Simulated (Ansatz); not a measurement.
# The perfect W wire along [110], 17 atoms a period, part 2 of 2

What gap, if any, does the W wire along [110], 17 atoms a period have, and how many channels would it open?

Ansatz 0.2.0; DFT PBE, plane waves, PAW; relaxation of a wire's period; PAW set soft_1 (the session's first sound run).

So far: Starting point; The relaxed wire.

## (2) The relaxed wire (continued)

The steps of the relaxation:

```
step  energy less that of the first step (eV)  largest force component (eV/Å)  pressure (GPa)  volume (Å³)
   1                                   0.0000                          5.1650           -7.16       928.73
   2                                  -4.6947                          2.6580           -3.46       911.05
   3                                  -6.1621                          1.3040            0.93       898.53
   4                                  -6.5618                          0.4911           -0.01       891.48
   5                                  -6.8177                          0.6798            0.42       889.02
   6                                  -7.0627                          0.4812            0.68       887.00
   7                                  -7.1276                          0.4867           -0.01       883.13
   8                                  -7.1547                          0.2987           -0.02       878.21
   9                                  -7.1067                          0.7291            0.31       876.14
  10                                  -7.1786                          0.0396           -0.06       879.75
  11                                  -7.1790                          0.0107           -0.02       879.59
 12*                                  -7.1729                          0.0110           -0.02       879.59
```

Relaxation steps marked * repeat the geometry before them on a plane-wave basis chosen anew for their cell, so energy and pressure can jump there. Relaxation step 9 was tried and not accepted.

Forces are held to the 8 operations that the run works with; a distortion that breaks them can't arise in this run.

```
cell as run  before  after  change
      c (Å)   4.483  4.246  -5.3 %
```

The atoms that moved most (Å, along periodic axes as changes of fractional coordinates times the final cell, across vacuum about the mean position):

```csv
atom,dx,dy,dz,length
W14,0.273,-0.656,0.000,0.711
W8,-0.273,-0.656,0.000,0.711
W13,0.273,0.656,0.000,0.711
W7,-0.273,0.656,0.000,0.711
W16,0.000,0.602,0.000,0.602
W4,0.000,-0.602,0.000,0.602
W6,0.470,0.000,0.000,0.470
W1,-0.470,0.000,0.000,0.470
```

This step gave:

```
energy at zero smearing    : -176531.2610 eV
cell length along the wire : 4.246 Å
```

The cell's length comes to 4.246 Å with spin left out. 2 contacts a cell pass between under 1.1 and over 1.27 times the sum of covalent radii, so the wire has rearranged from the shape that names it.

## (3) The wire at its relaxed period

This step: DFT PBE, plane waves, PAW; bands of a perfect wire; PAW set soft_1 (Ansatz 0.2.0).

At the relaxed period the bands are computed along the axis; those that cross an energy going forward count the channels that a perfect wire would open there.

input.yaml reads:

```yaml
crystal:
  lattice:
    - [13.14, 0.0, 0.0]
    - [0.0, 15.766, 0.0]
    - [0.0, 0.0, 4.2458212233]
  atoms:
    - { symbol: W, position: [0.223007225, 0.500003615, 0.0] }
    - { symbol: W, position: [0.363641553, 0.629724886, 0.0] }
    - { symbol: W, position: [0.5, 0.500003615, 0.0] }
    - { symbol: W, position: [0.5, 0.746152173, 0.0] }
    - { symbol: W, position: [0.636358447, 0.629724886, 0.0] }
    - { symbol: W, position: [0.776992775, 0.500003615, 0.0] }
    - { symbol: W, position: [0.237982706, 0.399447962, 0.5] }
    - { symbol: W, position: [0.237982706, 0.600559268, 0.5] }
    - { symbol: W, position: [0.382546501, 0.500003615, 0.5] }
    - { symbol: W, position: [0.5, 0.348435896, 0.5] }
    - { symbol: W, position: [0.5, 0.651571334, 0.5] }
    - { symbol: W, position: [0.617453499, 0.500003615, 0.5] }
    - { symbol: W, position: [0.762017294, 0.399447962, 0.5] }
    - { symbol: W, position: [0.762017294, 0.600559268, 0.5] }
    - { symbol: W, position: [0.363641553, 0.370282344, 0.0] }
    - { symbol: W, position: [0.5, 0.253855057, 0.0] }
    - { symbol: W, position: [0.636358447, 0.370282344, 0.0] }
kpoints:
  mp_grid: { grid: [1, 1, 19] }
  band_path: { path: ["Γ", Z], npoints: 90 }
scf:
  occupations: { method: fermi_dirac, width: 0.05 }
hamiltonian:
  xc: pbe
  pseudopotentials: { kind: paw, azcp: { folder: soft_1 } }
output:
  dos: { e_range: [-5, 4] }
  write_potential: true
  write_density: true
  volumetric_format: npy
```

Run with:

```
$ ansatz run input.yaml --threads 4 --pin off --max-ram 16384MiB --backend cpu --events-out ev --progress --plain --runs-dir out
```

Numbers of over 12 decimals in the logs are rounded to 6 here.

The program printed:

```text
[...]
Crystal: 17 atoms, lattice volume = 879.587 Å³
Basis set: ecut = 420 eV, 17165 PW (Γ)
Bands: 143, of which v1, the nominal top of the filled ones, is band 119 counted from 1 (118 counted from 0)
Symmetry: 8 space group operations
[...]
k-points: 10 of 19
[...]
SCF iter   1: F=—  HF=-176546.926866 eV  |F-HF|=—  |Δ(HF+E_count)|=         —  Δρ=4.67e-2  dr2=1.22e2  ethr=3.10e-3  ⟨swp⟩=9.9  Hψ=6679  notcnv=0
[...]
SCF iter  12: F=-176531.327047 eV  HF=-176531.327047 eV  |F-HF|=3.01e-8  |Δ(HF+E_count)|=   4.49e-8  Δρ=1.46e-6  dr2=4.78e-8  ethr=4.20e-11  ⟨swp⟩=17.1  Hψ=5743  notcnv=0
SCF 1 converged in 12 iterations: F = -176531.327047 eV  dr2 = 4.78e-8
[...]
NSCF: frozen V_eff on 91 k-points
WARN: The output density's exchange-correlation potential varies sharply where the density is thin. Do not read a vacuum level from v_tot or v_xc, or from such a field of the output density. On a cell that repeats whose density bears no net charge and no dipole along the vacuum's axis use v_es (v_loc + v_h of the components); under efield.dipole_correction with no amplitude use v_es + v_field, which holds any externa [...]
SCF converged after 12 iterations
Free energy (F): -176531.327047 eV
[...]
Internal energy: -176531.199931 eV  (E = F + TS)
E sigma→0 (E₀):  -176531.263489 eV
Entropy (-TS):   -0.127116 eV (-7.477 meV/atom)
Fermi energy:    4.345460 eV
[...]
--- Band table (eV; the first three rows and the last of 10) ---
  k-point 0: bands = [... 115 lower, 3.5098, 3.8471, 4.0102, 4.3526, 4.4692, 4.5955, 4.8497, 4.9146, ... 20 higher]
  k-point 1: bands = [... 115 lower, 3.6302, 3.8524, 4.0210, 4.3551, 4.4825, 4.5559, 4.8204, 4.9203, ... 20 higher]
  k-point 2: bands = [... 115 lower, 3.8044, 3.8644, 4.0743, 4.3678, 4.4528, 4.4887, 4.7811, 4.9438, ... 20 higher]
  k-point 9: bands = [... 115 lower, 3.6087, 3.6142, 3.8750, 4.0179, 4.3340, 4.5624, 4.6266, 4.6862, ... 20 higher]
```

Elapsed: 3.2 min, on 4 threads of Arm Neoverse V1, shared host; peak memory 5.9 GiB.

This step gave:

* energy at zero smearing: -176531.2635 eV
* band gap: 0 eV

Electronic bands along the path, in eV, zero at the Fermi level; # counts the bands kept:

```
  point    #48    #49    #50    #51    #52   #53   #54   #55
      Γ  -0.84  -0.50  -0.34   0.01   0.12  0.25  0.50  0.57
halfway  -0.58  -0.48  -0.07  -0.01   0.07  0.08  0.11  0.36
      Z  -0.76  -0.72  -0.52  -0.31  -0.04  0.22  0.27  0.37
```

Between Γ and Z the bands cross the Fermi level 8 times, so a perfect wire would conduct at least 8 G₀, with spin left out.

## (4) Outcome

* cell length, PBE: 4.246 Å
* ballistic conductance by band crossings, a lower bound, PBE: 8 G₀

In words: Under PBE the cell's length is 4.25 Å, and the bands cross the Fermi level 8 times between Γ and Z, which gives a perfect wire at least 8 G₀ (opposite crossings within one step of the path cancel in such a count). No spin was allowed, though thin wires with open d shells can turn magnetic. Spin-orbit coupling is left out, which matters for the bands of heavy atoms.

[Logs are printed without paths, hosts, clocks, repeated set-up lines and the standing remarks that a program may print on its own settings, such as how far it seeks lower states.]

[Hosts, paths, dates, database ids (printed as entryN), source tags and the programs' standing remarks are cut or masked in the printed files.]
